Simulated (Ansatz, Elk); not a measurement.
**How far do independent atoms describe Ti3Mo?**

Structure refinements treat a crystal as free atoms side by side. For a made-up structure of Ti3Mo (cell and positions from a PBE relaxation) the runs below show what the calculated density changes in F(hkl).

Program: Elk 11.2.3 (patched build). Level of theory: DFT, PBE, all-electron APW+lo, Dirac cores, scalar-relativistic bands, static density, no spin. Results are calculated unless marked as measured.

This account leaves out most program logs.

The structure was built from a prototype and need not be the compound's stable phase.

### Step 1. The structure

It takes space group P6_3/mmc (No. 194, hexagonal). Conventional cell: a = 5.735 Å, b = 5.735 Å, c = 4.711 Å, α = 90.00°, β = 90.00°, γ = 120.00°. Mo has 12 Ti at 2.87 Å nearest. Nearest to Ti lie 8 Ti at 2.83 to 2.91 Å and 4 Mo at 2.87 Å. Farther neighbours are not listed.

### Step 2. Ground state and structure factors

An all-electron density is needed, since X-rays see the cores too. Task 0 finds the density and task 195 Fourier-transforms it; tshift is off so that phases refer to the origin typed.

elk.in

```
tasks
  0
  195

xctype
  20

spinpol
  .false.

rgkmax
  7.0

gmaxvr
  14.0

lmaxo
  7

lmaxapw
  8

swidth
  0.002

tshift
  .false.

ramdisk
  .false.

hmaxvr
  5.5

maxscl
  120

epspot
  1e-06

sppath
  './'

avec
  10.83727667871 0.00000000000 0.00000000000
  -5.41863833935 9.38535691160 0.00000000000
  0.00000000000 0.00000000000 8.90315484846

atoms
  2
  'Mo.in'
  2
  0.3333333333 0.6666666667 0.7500000000   0.000000 0.000000 0.000000
  0.6666666667 0.3333333333 0.2500000000   0.000000 0.000000 0.000000
  'Ti.in'
  6
  0.1690627228 0.3381254457 0.2500000000   0.000000 0.000000 0.000000
  0.1690627228 0.8309372772 0.2500000000   0.000000 0.000000 0.000000
  0.6618745543 0.8309372772 0.2500000000   0.000000 0.000000 0.000000
  0.8309372772 0.6618745543 0.7500000000   0.000000 0.000000 0.000000
  0.8309372772 0.1690627228 0.7500000000   0.000000 0.000000 0.000000
  0.3381254457 0.1690627228 0.7500000000   0.000000 0.000000 0.000000

ngridk
  5 5 5
```

Started as:

```
OMP_NUM_THREADS=4 elk
```

The job ended after 72 s (4 threads of AMD EPYC 7R13 (Zen 3), shared host; peak memory 0.29 GiB).

SFACRHO.OUT:

```text

h k l indices transformed by vhmat matrix:
   1.000000000       0.000000000       0.000000000    
   0.000000000       1.000000000       0.000000000    
   0.000000000       0.000000000       1.000000000    

      h      k      l  multipl.   |H|            Re(F)            Im(F)           |F|

      0      0      0      1   0.0000000       216.00000      0.13259973E-15   216.00000    
     -1      0      0      6  0.66946685      -21.127379      0.62835508E-14   21.127379    
      0      0     -1      2  0.70572571      0.49983586E-13  -0.0000000      0.49983586E-13
      0      1      1      6  0.97274593      -30.403648     -0.31417754E-14   30.403648    
      0     -1      1      6  0.97274593       30.403648     -0.15708877E-14   30.403648    
     -1      2      0      6   1.1595506       35.291034      0.99218121E-13   35.291034    
      0      2      0      6   1.3389337      -80.593003     -0.69119058E-13   80.593003    
      1     -2      1     12   1.3574264     -0.60484258E-07 -0.12567102E-13  0.60484258E-07
      0      0      2      2   1.4114514      -157.60621      0.12932985E-15   157.60621    
     -2      2      1      6   1.5135363      -132.58619     -0.16965587E-12   132.58619    
      0      2      1      6   1.5135363       132.58619      0.95824149E-13   132.58619    
      0      1      2      6   1.5621719       17.835717      0.94253261E-14   17.835717    
     -1      0     -2      6   1.5621719       17.835717     -0.14137989E-13   17.835717    
      3     -2      0     12   1.7712428      -12.770307      0.15708877E-13   12.770307    
      2     -1     -2     12   1.8266781      -31.221137      0.78446204E-13   31.221137    
      2     -3      1     12   1.9066593      -28.318298     -0.43199412E-13   28.318298    
      3     -1      1     12   1.9066593       28.318298     -0.87969711E-13   28.318298    
      0     -2     -2      6   1.9454919       68.772956     -0.43984855E-13   68.772956
```

Elk indexes on the primitive cell of elk.in and gives |H| = 4π sin θ/λ in inverse bohr. Below, one row stands for each form hkl of the conventional cell (m members, Friedel mates merged), F is for one primitive cell and the density is static (no thermal factor). Free-atom factors are Waasmaier and Kirfel's, and R is Σm||F|−|F'||/Σm|F|.

```
hkl   m  sin θ/λ (Å⁻¹)  abs F, DFT  neutral atoms   diff.
100   6          0.101      21.127         21.276  -0.149
001   2          0.106       0.000          0.000  +0.000
101  12          0.146      30.404         30.668  -0.264
110   6          0.174      35.291         35.459  -0.168
200   6          0.201      80.593         81.081  -0.488
111  12          0.204       0.000          0.000  +0.000
002   2          0.212     157.606        159.150  -1.544
201  12          0.228     132.586        134.051  -1.465
102  12          0.235      17.836         17.977  -0.142
210  12          0.266      12.770         12.890  -0.119
112  12          0.275      31.221         31.380  -0.159
211  24          0.287      28.318         28.411  -0.092
202  12          0.293      68.773         68.885  -0.112
300   6          0.302      30.284         30.309  -0.025
003   2          0.318       0.000          0.000  +0.000
301  12          0.320       4.536          4.577  -0.042
103  12          0.334      24.727         24.651  +0.077
212  24          0.341      12.120         12.038  +0.082
```

### Step 3. The highest occupied states alone

An energy window below the Fermi level keeps the highest occupied states, to see at which angles they scatter; shallow core shells can lie inside it and anion s states outside. No new self-consistency is needed.

Edit elk.in of step 2 so:

```diff
@@ -1,3 +1,2 @@
 tasks
-  0
   195
@@ -40,2 +39,5 @@
 
+wsfac
+  -0.113080 0.627920
+
 sppath
```

Started as:

```
OMP_NUM_THREADS=4 elk
```

Elapsed: 16 s, on 4 threads; peak memory 0.19 GiB; 20 s of CPU time.

States within 12 eV below the Fermi level hold 36.00 electrons; any levels below the window count with the cores. Their amplitudes can exceed the total, where window and core parts have opposite phase:

```
hkl  sin θ/λ (Å⁻¹)  abs F, window  abs F, all
100          0.101          1.740      21.127
001          0.106          0.000       0.000
101          0.146          1.625      30.404
110          0.174          1.456      35.291
200          0.201          3.664      80.593
111          0.204          0.000       0.000
002          0.212          6.015     157.606
201          0.228          4.283     132.586
102          0.235          0.190      17.836
210          0.266          0.180      12.770
```

### Step 4. Another functional

The difference from free atoms is small, so it is set against the change that LDA (Perdew-Wang) makes.

Edit elk.in of step 3 so:

```diff
@@ -1,2 +1,3 @@
 tasks
+  0
   195
@@ -4,3 +5,3 @@
 xctype
-  20
+  3
 
@@ -39,5 +40,2 @@
 
-wsfac
-  -0.113080 0.627920
-
 sppath
```

Started as:

```
OMP_NUM_THREADS=4 elk
```

Wall time 46 s (4 threads); peak memory 0.21 GiB; 1.9 min of CPU time.

Against the first run R = 0.04 %; the largest change is -0.100 at 220.

### Step 5. Basis size

The basis and the expansions that go with it are enlarged, to see whether the differences are converged.

Edit elk.in of step 4 so:

```diff
@@ -5,3 +5,3 @@
 xctype
-  3
+  20
 
@@ -11,12 +11,12 @@
 rgkmax
-  7.0
+  8.5
 
 gmaxvr
-  14.0
+  18.0
 
 lmaxo
-  7
+  9
 
 lmaxapw
-  8
+  10
```

Started as:

```
OMP_NUM_THREADS=4 elk
```

It took 2.6 min on 4 threads; peak memory 0.55 GiB.

Against the first run R = 0.01 %; the largest change is -0.026 at 004.

### Step 6. Settings against the effect

```
                              run  R against the first run (%)  R against neutral atoms, low angle (%)  wall time
                    PBE, rgkmax 7                         0.00                                    0.70       72 s
                LDA (Perdew-Wang)                         0.04                                    0.71       46 s
rgkmax 8.5 with larger expansions                         0.01                                    0.69    2.6 min
```

### Step 7. Results

```json
{
 "R against neutral atoms, sin θ/λ < 0.3 Å⁻¹": "0.70 %",
 "R against neutral atoms, 0.3 to 0.80 Å⁻¹": "0.33 %"
}
```

What this shows: Independent neutral atoms miss the calculated amplitudes by R = 0.70 % below 0.3 Å⁻¹ and 0.33 % from there to 0.80 Å⁻¹; by shells, 0.83 % below 0.15 Å⁻¹ (2 forms), 0.68 % 0.15 to 0.3 (9 forms), 0.44 % 0.3 to 0.45 (18 forms), 0.32 % above 0.45 (104 forms). Bonding, aspherical density and the tables' own atoms all enter these figures, and the runs don't part them. The largest change of an amplitude is -1.54 electrons, at 002. The window's part falls from 36.0 electrons at the origin to at most 0.47 between 0.45 and 0.80 Å⁻¹. Below 0.3 Å⁻¹ the changes that finished (LDA (Perdew-Wang) and rgkmax 8.5 with larger expansions) move F by R = 0.03 % at most, against the 0.70 % that separates it from free atoms. The k-mesh has no finished test. These runs have no spin, though d or f shells may be open. Part of the difference isn't bonding: the tables are fits to free atoms and ions calculated by other methods than this functional. Thermal motion, anomalous dispersion and extinction are left out.

[Logs are printed without paths, hosts, clocks, repeated set-up lines and the standing remarks that a program may print on its own settings, such as how far it seeks lower states.]

[Hosts, paths, dates, database ids (printed as entryN), source tags and the programs' standing remarks are cut or masked in the printed files.]
